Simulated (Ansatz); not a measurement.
# 1T-CdBrI monolayer in a perpendicular field, part 2 of 2

Wanted: the out-of-plane response of the 1T-CdBrI monolayer. A positive field points along +c.

Ansatz 0.2.0; plane-wave DFT, LDA, Ansatz PAW (the session's first sound run).

So far. Step 8 (Single point, field -0.25 V/Å): The dipole is -0.118 e·Å, -0.0980 e·Å from its value without field, and the gap 2.441 eV. Step 9 (Response, atoms held): The induced dipole is that of a conductor 5.02 Å thick.

## 10. With spin-orbit coupling

This step: plane-wave DFT, PBE, fully relativistic PAW with spin-orbit coupling (Ansatz 0.2.0).

Heavy atoms split their bands by spin-orbit coupling, so this run uses fully relativistic files and two-component states.

The input, input.yaml:

```yaml
crystal:
  lattice:
    - [4.0402072858, 0.0, 0.0]
    - [-2.0201036429, 3.4989221461, 0.0]
    - [0.0, 0.0, 21.2259072794]
  atoms:
    - { symbol: I, position: [0.6666666667, 0.3333333333, 0.4240101439] }
    - { symbol: Cd, position: [0.0, 0.0, 0.5058928802] }
    - { symbol: Br, position: [0.3333333333, 0.6666666667, 0.5759898561] }
kpoints:
  mp_grid: { grid: [12, 12, 1] }
  band_path:
    path: [[0, 0, 0], [0.5, 0, 0], [0.33333333, 0.33333333, 0], [0, 0, 0]]
    npoints: 16
hamiltonian:
  xc: pbe
  pseudopotentials: { kind: paw_fr }
magnetization:
  noncollinear: true
  spin_orbit: true
scf:
  occupations: { method: fermi_dirac, width: 0.05 }
  convergence: { dr2_threshold: 1.0e-09 }
efield:
  axis: 3
  dipole_correction: true
  ramp_position: 0.97
  ramp_width: 0.06
  amplitude: 0
output:
  write_potential: true
  write_density: true
  volumetric_format: npy
```

On the command line:

```bash
ansatz run input.yaml --threads 4 --pin off --max-ram 6144MiB --backend cpu --events-out ev --progress --plain --runs-dir out
```

The job ended after 33 s (4 threads of Intel Xeon Platinum 8488C (Sapphire Rapids), shared host; peak memory 1.8 GiB).

Numbers from this step:

| Item | Value |
| --- | --- |
| gap on the k-mesh | 2.343 eV |
| dipole along the normal | -0.02123 e·Å |
| gap along the path | 2.343 eV |
| smallest direct gap along the path | 2.395 eV |
| step between the vacuum levels | 0.2718 eV |
| ionisation energy, upper face | 5.920 eV |
| electron affinity, upper face | 3.577 eV |
| ionisation energy, lower face | 5.649 eV |
| gap, the smaller of path and mesh | 2.343 eV |

Electronic bands along the path, in eV, zero at the Fermi level of the run, which the smearing sets inside the gap:

```
  point  band 41  band 42  band 43  band 44  band 45  band 46  band 47  band 48
      Γ    -1.82    -1.82    -1.14    -1.14     1.26     1.26     3.14     3.14
halfway    -2.64    -2.54    -1.72    -1.69     1.94     2.02     3.59     3.64
      M    -2.51    -2.51    -1.85    -1.85     1.20     1.20     3.63     3.63
halfway    -2.74    -2.49    -2.22    -2.16     1.62     1.69     4.37     4.46
      K    -2.87    -2.58    -2.31    -2.29     1.88     1.95     4.52     4.60
halfway    -2.75    -2.39    -2.08    -1.97     2.08     2.18     4.16     4.23
      Γ    -1.82    -1.82    -1.14    -1.14     1.26     1.26     3.14     3.14
```

The gap is 2.34 eV, with the valence edge 5.92 eV and the conduction edge 3.58 eV under the upper vacuum level.

## 11. With spin-orbit coupling, field 0.3 V/Å

The same in a field along the normal.

Edit input.yaml of step 10 so:

```diff
@@ -11,5 +11,3 @@
   mp_grid: { grid: [12, 12, 1] }
-  band_path:
-    path: [[0, 0, 0], [0.5, 0, 0], [0.33333333, 0.33333333, 0], [0, 0, 0]]
-    npoints: 16
+  band_path: { path: [[0, 0, 0], [0.12, 0, 0]], npoints: 24 }
 hamiltonian:
@@ -28,3 +26,3 @@
   ramp_width: 0.06
-  amplitude: 0
+  amplitude: 0.3
 output:
```

Elapsed: 26 s, on 4 threads; peak memory 1.8 GiB; 1.7 min of CPU time.

This step gave:

```
gap on the k-mesh                  : 2.391 eV
dipole along the normal            : 0.09636 e·Å
gap along the path                 : 2.459 eV
smallest direct gap along the path : 2.460 eV
gap, the smaller of path and mesh  : 2.391 eV
```

The dipole is 0.0964 e·Å, and the gap 2.391 eV.

## 12. Spin splitting near the zone centre

This step: plane-wave DFT, PBE, fully relativistic PAW with spin-orbit coupling; spin splitting near the zone centre (Ansatz 0.2.0).

Levels that meet at the zone centre are followed outwards; a split that grows in proportion to k gives the Rashba parameter as ΔE/2k.

This step gave:

```yaml
largest_split_over_2k_that_stays_linear_in_k: 0.3286 eV Å
```

Groups of levels that meet at the zone centre and whose split, tested at two k, grows in proportion to k or stays under 1 meV; groups that fail this test are left out. Spin splitting, by row:

```
level at the first point (eV from the Fermi level)  states  split at k = 0.027 1/A (eV)  split over 2k (eV Å)
                                              -2.5       2                            0                     0
                                            -1.836       2                       0.0177                0.3286
                                             1.296       2                       0.0085                0.1578
```

## 13. Varying the input: efield.amplitude = 0.02

This step: plane-wave DFT, LDA, Ansatz PAW (Ansatz 0.2.0).

A run with a changed input: it repeats the earlier run at 0.03 V/Å with efield.amplitude from 0.03 to 0.02.

input.yaml, the sections that differ from step 11:

```yaml
kpoints:
  mp_grid: { grid: [12, 12, 1] }
  band_path:
    path: [[0, 0, 0], [0.5, 0, 0], [0.33333333, 0.33333333, 0], [0, 0, 0]]
    npoints: 16
hamiltonian:
  xc: lda
scf:
  occupations: { method: fermi_dirac, width: 0.05 }
  convergence: { dr2_threshold: 1.0e-10 }
efield:
  axis: 3
  dipole_correction: true
  ramp_position: 0.97
  ramp_width: 0.06
  amplitude: 0.02
# crystal, output: as in step 11
# magnetization: removed
```

Run time: 5.6 s. Hardware: 4 threads; peak memory 0.67 GiB; 21 s of CPU time.

Numbers from this step:

```
gap on the k-mesh                  : 2.508 eV
dipole along the normal            : -0.01260 e·Å
gap along the path                 : 2.508 eV
smallest direct gap along the path : 2.510 eV
gap, the smaller of path and mesh  : 2.508 eV
```

Electronic bands along the path, in eV, zero at the Fermi level of the run, which the smearing sets inside the gap:

```
  point  band 19  band 20  band 21  band 22  band 23  band 24  band 25  band 26
      Γ    -2.52    -2.52    -1.25    -1.25     1.26     3.17     4.56     4.95
halfway    -2.94    -2.93    -2.36    -1.54     2.03     3.71     4.93     5.38
      M    -3.39    -3.36    -2.11    -1.75     1.25     3.71     5.12     5.38
halfway    -3.84    -3.45    -2.27    -2.08     1.72     4.51     5.22     5.64
      K    -4.16    -3.90    -2.48    -2.10     1.99     4.68     5.25     6.33
halfway    -3.57    -2.78    -2.30    -1.90     2.20     4.34     4.65     5.53
      Γ    -2.52    -2.52    -1.25    -1.25     1.26     3.17     4.56     4.95
```

```
                               quantity  this run  earlier run  difference
          dipole along the normal (e·Å)  -0.01260    -0.008685     -0.0039
                gap along the path (eV)     2.508        2.510     -0.0016
smallest direct gap along the path (eV)     2.510        2.513     -0.0024
                 gap on the k-mesh (eV)     2.508        2.510     -0.0016
```

The applied field differs, and the slope found earlier predicts a dipole of -0.0126 e·Å; this run gives -0.0126 e·Å, in line with it.

## 14. A changed input

Another changed input: it repeats the earlier run at 0.03 V/Å with crystal.symmetry to detect: false and scf.convergence.dr2_threshold from 1e-10 to 1e-11.

Edit input.yaml of step 13 so:

```diff
@@ -9,2 +9,3 @@
     - { symbol: Br, position: [0.3333333333, 0.6666666667, 0.5759898561] }
+  symmetry: { detect: false }
 kpoints:
@@ -18,3 +19,3 @@
   occupations: { method: fermi_dirac, width: 0.05 }
-  convergence: { dr2_threshold: 1.0e-10 }
+  convergence: { dr2_threshold: 1.0e-11 }
 efield:
@@ -24,3 +25,3 @@
   ramp_width: 0.06
-  amplitude: 0.02
+  amplitude: 0.03
 output:
```

Elapsed: 15 s, on 4 threads; peak memory 1 GiB; 57 s of CPU time.

This step gave:

```yaml
gap_on_the_k_mesh: 2.510 eV
dipole_along_the_normal: -0.008685 e·Å
gap_along_the_path: 2.510 eV
smallest_direct_gap_along_the_path: 2.513 eV
gap_the_smaller_of_path_and_mesh: 2.510 eV
```

The electronic bands at the labelled points (eV, zero at the Fermi level of the run, which the smearing sets inside the gap):

```
  point  band 19  band 20  band 21  band 22  band 23  band 24  band 25  band 26
      Γ    -2.51    -2.51    -1.26    -1.26     1.26     3.17     4.54     4.97
halfway    -2.94    -2.93    -2.36    -1.54     2.03     3.71     4.92     5.39
      M    -3.39    -3.35    -2.11    -1.75     1.25     3.71     5.11     5.38
halfway    -3.83    -3.45    -2.27    -2.08     1.73     4.52     5.21     5.64
      K    -4.16    -3.90    -2.48    -2.10     1.99     4.68     5.25     6.33
halfway    -3.57    -2.78    -2.30    -1.90     2.20     4.34     4.65     5.53
      Γ    -2.51    -2.51    -1.26    -1.26     1.26     3.17     4.54     4.97
```

```
                               quantity   this run  earlier run  difference
          dipole along the normal (e·Å)  -0.008685    -0.008685      5.1e-8
                gap along the path (eV)      2.510        2.510           0
smallest direct gap along the path (eV)      2.513        2.513           0
                 gap on the k-mesh (eV)      2.510        2.510      5.2e-8
```

Nothing in the table moves by 0.01 in its unit (for the dipole 0.5 % and 5e-5 e·Å).

## 15. Summary of results

```yaml
gap_without_field: 2.50 eV
ionisation_energy_upper_face: 6.49 eV
electron_affinity_upper_face: 3.98 eV
step_between_the_vacuum_levels: 0.262 eV
equivalent_conductor_thickness_atoms_held: 5.02 Å
largest_split_over_2k_that_stays_linear_in_k_at_0p3_v_a: 0.329 eV Å
```

In words: The induced dipole equals that of a perfect conductor 5.02 Å thick, while the outer atoms lie 3.23 Å apart; an out-of-plane ε follows only once a thickness t is chosen, by 1 − 1/ε = 5.02 Å / t. The two faces differ: the vacuum level above lies 0.26 eV higher than the one below. The gap goes from 2.50 eV to 2.44 eV at -0.25 V/Å. In a field the lowest empty level of a wide-gap layer can be a state in the vacuum, whose place depends on the cell. Semilocal functionals give gaps that are too small, and excitons are not included. The field series itself is without spin-orbit coupling.

[Logs are printed without paths, hosts, clocks, repeated set-up lines and the standing remarks that a program may print on its own settings, such as how far it seeks lower states.]

[Hosts, paths, dates, database ids (printed as entryN), source tags and the programs' standing remarks are cut or masked in the printed files.]

[Maps of the electrostatic potential energy from Ansatz leave out the sawtooth potential of an applied field or a dipole correction, so their vacuum need not be flat; planar profiles and work functions include it.]
